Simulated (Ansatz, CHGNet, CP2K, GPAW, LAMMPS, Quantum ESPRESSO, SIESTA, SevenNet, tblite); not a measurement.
# SIESTA runs on amorphous polyacrylonitrile (as short chains C14N4H18) at 400 K (108 atoms), part 2 of 2

Wanted: SIESTA inputs and outputs for amorphous polyacrylonitrile (as short chains C14N4H18) at 400 K (108 atoms), checked against a plane-wave reference.

Program: SIESTA 5.4.2; the method stands at each step. Banners, paths, timers and routine set-up lines are dropped from the logs unmarked, and long logs keep their key lines alone; longer cuts are marked. The potentials were converted by us to PSML.

So far. Step 2 (PBE, DZP, shift 0.01 Ry, mesh 500 Ry): Forces lie 74 % from the reference's, at 0.87 times its CPU time. Step 3 (PBE, SZP, shift 0.01 Ry, mesh 500 Ry): Against the first run (74 %), the force difference from the reference is 201 %, at 0.82 times the CPU time, with 702 basis functions against 972: the smaller basis costs accuracy.

## 4. PBE, DZP, shift 0.01 Ry, mesh 200 Ry

Method: Kohn-Sham DFT, PBE, PseudoDojo 0.4.1 norm-conserving pseudopotentials (converted to PSML), numerical atomic orbitals (DZP), diagonalisation.

File input.fdf:

```
SystemLabel cell
NumberOfAtoms 108
NumberOfSpecies 3
%block ChemicalSpeciesLabel
  1 6 C
  2 7 N
  3 1 H
%endblock ChemicalSpeciesLabel
LatticeConstant 1.0 Ang
%block LatticeVectors
  10.45608 0.00000 0.00000
  0.00000 10.45608 0.00000
  0.00000 0.00000 10.45608
%endblock LatticeVectors
PAO.BasisSize DZP
PAO.EnergyShift 0.01 Ry
XC.Functional GGA
XC.Authors PBE
MeshCutoff 200 Ry
%block kgrid_Monkhorst_Pack
  1 0 0 0.0
  0 1 0 0.0
  0 0 1 0.0
%endblock kgrid_Monkhorst_Pack
SolutionMethod diagon
OccupationFunction FD
ElectronicTemperature 580 K
SCF.Mixer.Method Pulay
SCF.Mixer.Weight 0.15
SCF.Mixer.History 8
SCF.Mix Hamiltonian
MaxSCFIterations 300
SCF.DM.Tolerance 1e-04
SCF.H.Tolerance 1.0e-3 eV
WriteForces T
Write.HirshfeldPop T
Write.VoronoiPop T
Write.DM F
Write.H F
XML.Write F
AtomicCoordinatesFormat Fractional
%block AtomicCoordinatesAndAtomicSpecies
[... 108 atom lines left out: the same atoms as in the first run ...]
%endblock AtomicCoordinatesAndAtomicSpecies
```

Run with:

```sh
> OMP_NUM_THREADS=1 mpirun -np 2 siesta < input.fdf > output.txt
```

What it wrote:

```text
Version         : 5.4.2
reinit: System Name:
reinit: System Label: cell
initatom: Reading input for the pseudopotentials and atomic orbitals ----------
Species number:   1 Atomic number:    6 Label: C
Species number:   2 Atomic number:    7 Label: N
Species number:   3 Atomic number:    1 Label: H
Ground state valence configuration (from tables):   2s02  2p02  3d00  4f00
Ground state valence configuration (from tables):   2s02  2p03  3d00  4f00
Ground state valence configuration (from tables):   1s01  2p00  3d00  4f00
---- Processing specs for species: C
[... lines left out ...]
        iscf     Eharris(eV)        E_KS(eV)     FreeEng(eV)     dDmax    Ef(eV) dHmax(eV)
[... lines left out ...]
SCF Convergence by DM+H criterion
[... lines left out ...]
SCF cycle converged after 12 iterations
[... lines left out ...]
   Max    4.068498
[... lines left out ...]
   Max    4.068498    constrained
Stress tensor Voigt[x,y,z,yz,xz,xy] (kbar):      -72.09      -73.03      -54.03       -6.89        7.52        1.95
[... lines left out ...]
siesta: FreeEng =    -11102.032102
[... lines left out ...]
siesta:         Fermi =      -6.415460
[... lines left out ...]
siesta:     0.004695   -0.004302   -0.033725
siesta: Cell volume =       1143.159138 Ang**3
siesta: Pressure (static):
siesta:                Solid            Molecule  Units
siesta:           0.00045126          0.00032057  Ry/Bohr**3
siesta:           0.04143315          0.02943375  eV/Ang**3
siesta:          66.38322524         47.15807257  kBar
    Orbital volume contribution        =          32.841223 eV
    (Free)E + p_basis*V_orbitals       =      -11069.190879 eV
    (Free)Eharris+ p_basis*V_orbitals  =      -11069.190879 eV
Hirshfeld Atomic Populations:
Atom #   charge [q] valence [e]  Species
     1    -0.078498    4.078498  C
     2    -0.025490    4.025490  C
     3     0.025100    3.974900  C
[...]
5    -0.169019    5.169019  N
[...]
9    -0.165729    5.165729  N
[...]
13    -0.164465    5.164465  N
[...]
19     0.023410    0.976590  H
    20     0.024578    0.975422  H
    21     0.014810    0.985190  H
[...]
--------------------
 Total    -0.000007
Voronoi Atomic Populations:
Atom #   charge [q] valence [e]  Species
[...]
85    -0.158722    5.158722  N
[...]
88     0.057177    3.942823  C
    89    -0.154175    5.154175  N
    90    -0.010561    4.010561  C
[...]
107     0.009422    0.990578  H
   108     0.017848    0.982152  H
--------------------
 Total    -0.000006
```

Elapsed: 31 s, on 2 MPI ranks of Arm Neoverse V2, shared host; peak memory 0.75 GiB.

Numbers from this run, and their distance from the reference:

```
r.m.s. force component                           : 1.307 eV/Å
r.m.s. difference of force components            : 707.3 meV/Å
longest difference of force vectors              : 2993 meV/Å
force difference over r.m.s. force               : 74.12 %
slope of forces against the reference's          : 1.163
correlation of force components                  : 0.8494
gap (highest filled to lowest empty level) : 6.117 eV
gap difference                                   : 0.19 eV
pressure                                         : 6.638 GPa
pressure difference                              : 3.815 GPa
energy less the same-level run's                 : 0.1134 meV/atom
r.m.s. force difference from the same-level run  : 2.042 meV/Å
```

This run lies far from the reference in forces at the same functional.

Against the first run (74 %), the force difference from the reference is 74 %, at 0.30 times the CPU time: the change moves forces by 2.0 meV/Å r.m.s., so most of the difference comes from elsewhere.

The difference per atom is largest on N (2.6 eV/Å on average, against 0.89 on C).

## 5. The ladder

Differences are against the plane-wave reference, forces as r.m.s. over components; share is that over the reference's r.m.s. force, slope the least-squares factor from reference forces to these. Total energies of different programs have different zeros and aren't compared.

| run | Δ force, r.m.s. (meV/Å) | share (%) | slope | Δ pressure (GPa) | Δ gap (eV) | cores | CPU time | memory (GiB) |
| --- | --- | --- | --- | --- | --- | --- | --- | --- |
| reference | - | - | - | - | - | 2 | 3.9 min | 2.4 |
| SIESTA PBE, DZP, shift 0.01 Ry, mesh 500 Ry | 707 | 74.1 | 1.163 | 3.82 | 0.19 | 2 | 3.4 min | 1.7 |
| SIESTA PBE, SZP, shift 0.01 Ry, mesh 500 Ry (coarse) | 1914 | 201 | 1.359 | 9.92 | 0.302 | 2 | 2.7 min | 1.6 |
| SIESTA PBE, DZP, shift 0.01 Ry, mesh 200 Ry | 707 | 74.1 | 1.163 | 3.82 | 0.19 | 2 | 61 s | 0.75 |

Rows marked coarse were listed beforehand as settings not expected to be converged; some can still land near the reference.

CPU time is summed over cores on a shared host, where runs went side by side, so it is rough. Symmetry, cutoffs, thresholds, outputs and thread counts weren't matched or tuned between programs; memory under MPI is the largest rank's times the ranks.

Within one program, basis, potentials and functional, energies share a zero. Each run against its twin at the usual cutoff or grid and solver:

| run | twin | Δ energy (meV/atom) | Δ force, r.m.s. (meV/Å) | CPU time over the twin's |
| --- | --- | --- | --- | --- |
| SIESTA PBE, DZP, shift 0.01 Ry, mesh 200 Ry | DZP, shift 0.01 Ry, mesh 500 Ry | 0.113 | 2.04 | 0.30 |

## 6. What came out

```json
{
  "nearest in forces": "a tie at 74 % of 2 runs: SIESTA PBE, DZP, shift 0.01 Ry, mesh 500 Ry; SIESTA PBE, DZP, shift 0.01 Ry, mesh 200 Ry"
}
```

**Reading.** The PBE runs in local orbitals, coarse settings apart, differ by 74 % in each run; basis, grid and potentials can all enter, and differences of this size make the forces unusable. Runs with settings chosen to be coarse differ by 201 % (SIESTA PBE, SZP, shift 0.01 Ry, mesh 500 Ry), their programs' other errors included. One electronic-structure run takes under half the reference's CPU time: SIESTA PBE, DZP, shift 0.01 Ry, mesh 200 Ry, at 74 % in 61 s against 3.9 min, too far off to be of use; its pressure misses by +3.8 GPa. At the same functional, gaps differ from the reference's 5.93 eV by between +0.19 and +0.30 eV. In pressure, SIESTA PBE, SZP, shift 0.01 Ry, mesh 500 Ry misses by +9.9 GPa, at the same functional. The reference's pressure holds the uncorrected Pulay stress of its 60 Ry basis, so small pressure differences, and their order, may be the reference's own error. The network of contacts between molecules at the start is that of the classical potential that made the cell, and needn't be the one that DFT or experiment would give. The reference's PBE has no dispersion term, which matters for the binding between molecules or layers. The density was typed from a rule of thumb and may lie off the real one at this temperature. The electronic-structure runs sample only Γ, in a cell whose shortest periodic width is 10 Å.

[Also dropped from logs without a mark: logging warnings of Python, and SIESTA's first energy breakdown and zero terms.]

[Logs are printed without paths, hosts, clocks, repeated set-up lines and the standing remarks that a program may print on its own settings, such as how far it seeks lower states.]

[Hosts, paths, dates, database ids (printed as entryN), source tags and the programs' standing remarks are cut or masked in the printed files.]
